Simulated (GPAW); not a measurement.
# A 8-layer slab of Li(100) in an electric field, part 2 of 2

Wanted: the out-of-plane polarisability of a 8-layer slab of Li(100).

GPAW 26.7.0; GPAW, PAW setups; slab in vacuum, relaxation (the session's first sound run).

So far, dipole along the normal (e·Å): step 2 (relaxation) 8.9e-4; step 3 (plane waves, PBE) 8.9e-4; step 4 (field on) -0.215; step 5 (In a field) -0.107.

## Step 8: Field on

The input, run.py:

```python
import json
import numpy as np
from ase import Atoms
from gpaw import GPAW, PW
from gpaw.external import ConstantElectricField

slab = Atoms(
    ['Li', 'Li', 'Li', 'Li', 'Li', 'Li', 'Li', 'Li'],
    positions=[
        [1.74500, 1.74500, 7.00000],
        [0.00000, 0.00000, 8.74500],
        [1.74500, 1.74500, 10.49000],
        [0.00000, 0.00000, 12.23500],
        [1.74500, 1.74500, 13.96073],
        [-0.00000, -0.00000, 15.66254],
        [1.74500, 1.74500, 17.28752],
        [-0.00000, 0.00000, 19.02457]],
    cell=[[3.49, 0.0, 0.0], [0.0, 3.49, 0.0], [0.0, 0.0, 26.215]],
    pbc=[True, True, False])

slab.calc = GPAW(mode=PW(400), xc='PBE', kpts={'size': (9, 9, 1), 'gamma': True},
                 occupations={'name': 'fermi-dirac', 'width': 0.1}, nbands='300%',
                 convergence={'density': 1e-05}, maxiter=200,
                 poissonsolver={'dipolelayer': 'xy'},
                 external=ConstantElectricField(0.1, [0, 0, 1]),
                 symmetry={'tolerance': 1e-3}, txt='slab.txt')
result = {}
energy = slab.get_potential_energy()
fermi = slab.calc.get_fermi_level()
v = slab.calc.get_electrostatic_potential().mean((0, 1)) - fermi
n = slab.calc.get_pseudo_density().mean((0, 1))
L = slab.cell[2, 2]
z = np.arange(len(v)) * L / len(v)
low, high = slab.positions[:, 2].min(), slab.positions[:, 2].max()
below, above = np.interp([low - 4.8, high + 4.8], z, v)
slopes = [np.interp(x, z, np.gradient(v, z)) for x in (low - 4.8, high + 4.8)]
eps = np.array([[slab.calc.get_eigenvalues(k, s) for k in range(len(slab.calc.get_ibz_k_points()))]
                for s in range(slab.calc.get_number_of_spins())]) - fermi
top, bottom = eps[eps < 0].max(), eps[eps > 0].min()
dipole = slab.get_dipole_moment()[2]
print(f'energy {energy:.4f} eV, Fermi level {fermi:.4f} eV, dipole {dipole:.5f} e A')
print(f'potential 4.8 A off the faces, from the Fermi level: lower {below:.4f} eV, upper {above:.4f} eV')
print(f'slope of the potential there: lower {slopes[0]:.5f}, upper {slopes[1]:.5f} eV/A')
print(f'nearest levels on the mesh: {top:.4f} and {bottom:.4f} eV')
print('magnetic moment', round(slab.get_magnetic_moment(), 3))
result.update(energy=energy, fermi=fermi, dipole=dipole, below=below, above=above, slopes=slopes, edges=[top, bottom],
              z=z.tolist(), v=v.tolist(), n=n.tolist(), positions=slab.positions.tolist(),
              forces=slab.get_forces(apply_constraint=False).tolist(), moments=slab.get_magnetic_moments().tolist())
json.dump(result, open('result.json', 'w'))
```

Launch:

```bash
$ OMP_NUM_THREADS=1 OPENBLAS_NUM_THREADS=1 python run.py
```

Wall time 2 min (1 thread of Intel Xeon Platinum 8259CL at 2.50GHz (Skylake/Cascade Lake), shared host); peak memory 0.3 GiB.

The dipole is now 0.109 e Å, against 8.9e-4 in the run without a field.

## Step 9: Field on

Changes to run.py since step 8:

```diff
@@ -24,3 +24,3 @@
                  poissonsolver={'dipolelayer': 'xy'},
-                 external=ConstantElectricField(0.1, [0, 0, 1]),
+                 external=ConstantElectricField(0.2, [0, 0, 1]),
                  symmetry={'tolerance': 1e-3}, txt='slab.txt')
```

It took 2.2 min on 1 thread; peak memory 0.3 GiB.

The dipole is now 0.217 e Å, against 8.9e-4 in the run without a field.

## Step 10: In a field

Changes to run.py since step 9:

```diff
@@ -24,3 +24,3 @@
                  poissonsolver={'dipolelayer': 'xy'},
-                 external=ConstantElectricField(0.2, [0, 0, 1]),
+                 external=ConstantElectricField(0.3, [0, 0, 1]),
                  symmetry={'tolerance': 1e-3}, txt='slab.txt')
```

Wall time 2 min (1 thread); peak memory 0.29 GiB.

The electrostatic potential energy of an electron (without an applied field's), less the Fermi level, planar mean oscillates, so the rows of the table below give means over windows of 1.68 Å about each position, cut where the curve ends. Its maxima inside the range that stand out by 2 % of the span (Å: eV): 0.9: 5.46, 7.9: 2.19, 9.5: 1.76, 11.3: 1.24, 13.1: 0.663, 14.8: 0.130, 16.5: -0.614, 18.1: -0.860. Its minima: 7.0: 0.174, 8.8: 0.0394, 10.5: -0.508, 12.3: -1.05, 13.9: -1.57, 15.7: -2.07, 17.3: -2.56, 19.1: -3.47.

Electrostatic potential energy of an electron (without an applied field's), less the Fermi level, planar mean against z; means over each step:

z (Å), electrostatic potential energy of an electron (without an applied field's), less the Fermi level, planar mean (eV) and a bar from the least value:
```
     0.84       5.20 #############################
     2.52       5.46 ##############################
     4.20       5.34 ##############################
     5.88       3.66 #######################
     7.56       1.28 #############
     9.24       0.97 ############
    10.92       0.45 ##########
    12.60      -0.09 ########
    14.28      -0.62 ######
    15.96      -1.22 ####
    17.64      -1.62 ##
    19.32      -2.13 
    21.00       0.35 ##########
    22.68       0.63 ###########
    24.36       0.64 ###########
    26.04       0.90 ############
```

The dipole is now 0.325 e Å, against 8.9e-4 in the run without a field.

## Step 11: The series

The members are put on one axis.

This step: induced dipole against applied field (GPAW 26.7.0).

Dipole along the normal against field:

| field (V/Å) | dipole along the normal (e·Å) |
| --- | --- |
| -0.200 | -0.215 |
| -0.100 | -0.107 |
| -0.050 | -0.0532 |
| 0.000 | 8.9e-4 |
| 0.050 | 0.0547 |
| 0.100 | 0.109 |
| 0.200 | 0.217 |
| 0.300 | 0.325 |

## Step 12: Results

```yaml
work_function_upper_and_lower_face: 2.981 and 2.992 eV
dipole_along_the_normal: 8.9e-4 e Å
induced_dipole_per_field: 1.08 e Å per V/Å
out_of_plane_polarisability_per_area_alpha_eps_0_a: 16.0 Å
```

The field induces 1.08 e Å per V/Å, a polarisable thickness α/(ε0 A) of 16.0 Å beside 12.0 Å between the outermost nuclei. A perfect conductor would give the distance between its two image planes; a dielectric of thickness t gives t(1 - 1/ε). The measured value for polycrystalline Li, which weights the faces of low work function, is 2.93 eV (as compiled in "Anisotropic work function of elemental crystals", 2019, arxiv:1902.07811); the relaxed upper face lies 0.051 eV over it with PBE. Measured work functions scatter by a tenth of an eV or more between methods. The induced dipole is linear in the field over this range. The small printed dipole stands for a step of -13 meV from the lower to the upper face, and the probes find -11 meV; values this small are near the numerical noise of both. The in-plane lattice was kept as typed, which isn't the functional's own and leaves some strain; spin-orbit coupling and temperature are left out.

[Logs are printed without paths, hosts, clocks, repeated set-up lines and the standing remarks that a program may print on its own settings, such as how far it seeks lower states.]

[Hosts, paths, dates, database ids (printed as entryN), source tags and the programs' standing remarks are cut or masked in the printed files.]
